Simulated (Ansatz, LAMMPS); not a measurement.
# Amorphous 68HfO2-32La2O3 (mol %) (91 atoms): relaxation and levels of theory

Which bonds does the relaxation leave, and how do the Kohn-Sham gap, forces and pressure change with functional?

Calculated with Ansatz 0.2.0: Kohn-Sham DFT, PBE, PAW (set soft_2), plane waves; cutoff 420 eV, Γ point, fermi-dirac smearing of 0.025 eV.

**The cell**

Density at the start: 7.04 g/cm³. The cell holds 91 atoms: 17 Hf, 16 La and 58 O. Cell: a = 11.340 Å, b = 11.340 Å, c = 11.340 Å, α = 90.0°, β = 90.0°, γ = 90.0°. 91 atoms (17 Zr, 16 Nd, 58 O) placed at random at 5.45 g/cm³, melted at 5000 K for 10 ps at fixed volume with the Morse and Coulomb pair potential with partial charges (Pedone, Malavasi, Menziani, Cormack and Segre, J. Phys. Chem. B 110, 11780 (2006)). Quenched from 5000 K to 300 K at 50 K/ps and fixed volume, held 5 ps, then minimised at fixed cell. Then Zr was replaced by Hf, Nd was replaced by La (the potential has no terms for the new elements, so the cell is a start for a DFT relaxation).

Cell and atoms were relaxed with PBE. The walk converged after 19 steps by the program's count, with a largest force component of 0.0271 eV/Å; it began at an r.m.s. force component of 0.37 eV/Å. The edges went from 11.340, 11.340, 11.340 to 11.380, 11.325, 10.896 Å, and the volume from 16.026 to 15.428 Å³ an atom (-3.7 %).

The input of the reference single point:

```yaml
crystal:
  lattice:
    - [11.37934, 0.10532, 0.0474]
    - [0.10532, 11.32459, -0.05218]
    - [0.0474, -0.05218, 10.89581]
  atoms:
    - { symbol: Hf, position: [0.95079, 0.48074, 0.19424] }
    - { symbol: Hf, position: [0.2261, 0.55709, 0.9924] }
    - { symbol: Hf, position: [0.55753, 0.74906, 0.46757] }
    - { symbol: Hf, position: [0.39653, 0.73314, 0.83171] }
    [... 85 atom lines left out ...]
    - { symbol: O, position: [0.91342, 0.41194, 0.48189] }
    - { symbol: O, position: [0.64068, 0.59692, 0.4095] }
kpoints:
  mp_grid: { grid: [1, 1, 1] }
hamiltonian:
  xc: pbe
scf:
  occupations: { method: fermi_dirac, width: 0.025 }
output:
  forces: true
  stress: true
  populations: true
  dos:
    method: { smearing: { sigma: 0.08 } }
    de: 0.05
    projected: { site_lists: { Hf: [Hf], La: [La], O: [O] } }
  eigenvalues: true
  write_density: true
  write_potential: true
  volumetric_format: npy
```

**Bonds after relaxation**

Bonds by pair of elements; cutoffs follow the first minimum of g(r), held within bounds set by covalent radii, and pairs that aren't listed don't count as bonded:

| pair A-B | cutoff (Å) | bonds | mean length (Å) | spread (Å) | shortest (Å) | B about A | A about B |
| --- | --- | --- | --- | --- | --- | --- | --- |
| O-Hf | 2.82 | 100 | 2.11 | 0.089 | 1.98 | 1.72 | 5.88 |
| O-La | 3.19 | 104 | 2.52 | 0.182 | 2.23 | 1.79 | 6.5 |

How many atoms have how many bonded neighbours:

| element | mean | 3 | 4 | 5 | 6 | 7 | 8 |
| --- | --- | --- | --- | --- | --- | --- | --- |
| Hf | 5.88 | 0 | 0 | 2 | 15 | 0 | 0 |
| La | 6.5 | 0 | 0 | 1 | 7 | 7 | 1 |
| O | 3.52 | 28 | 30 | 0 | 0 | 0 | 0 |

**Levels of theory**

Single points at the relaxed geometry:

```
functional  k-mesh  Kohn-Sham gap (eV)  pressure (GPa)  r.m.s. force component (eV/Å)  SCF cycles     time
       PBE   1×1×1               3.816           -0.01                          0.009          11     26 s
     HSE06   1×1×1               5.335           -3.31                          0.096          24  8.2 min
    r2SCAN   1×1×1               4.275           -2.91                          0.093          11     41 s
    PBEsol   1×1×1               3.715           -5.02                          0.071          11     21 s
```

The gap is that between the highest filled and lowest empty Kohn-Sham level on the run's k-points. Cutoffs: 420 eV for PBE, HSE06 and PBEsol; 500 eV for r2SCAN. Times come from shared hosts and are rough.

**Findings**

By these cutoffs 88 % of Hf atoms have 6, 44 % of La atoms have 6 and 52 % of O atoms have 4 neighbours. The Kohn-Sham gap is 3.82 eV with PBE on the 1×1×1 mesh. On the 1×1×1 mesh HSE06 changes the gap by +1.52 eV against PBE. On the reference's mesh the gap changes with r2SCAN by +0.46 eV and PBEsol by -0.10 eV. Against the reference the pressure changes with HSE06 by -3.3 GPa, r2SCAN by -2.9 GPa and PBEsol by -5.0 GPa; a negative change means a smaller volume than PBE would take.

Limits: All single points share the geometry relaxed with PBE. The volume changed by -3.7 % on relaxing; in so small a cell, on this mesh and at this cutoff, the relaxed density is rough. One sample; tail or defect levels can set the gap of a disordered cell. The quench rate of 50 K/ps is many orders above laboratory rates, so the cell is likely richer in defects and strain than a real sample. The network of bonds at the start is that of the classical potential that made the cell, and needn't be the one that DFT or experiment would give. Spin–orbit coupling is left out, which matters for the levels of the heavy elements. In some runs the program notes that the exchange threshold is loose for the stress and the SCF threshold is loose for the stress.

[Logs are printed without paths, hosts, clocks, repeated set-up lines and the standing remarks that a program may print on its own settings, such as how far it seeks lower states.]

[Hosts, paths, dates, database ids (printed as entryN), source tags and the programs' standing remarks are cut or masked in the printed files.]
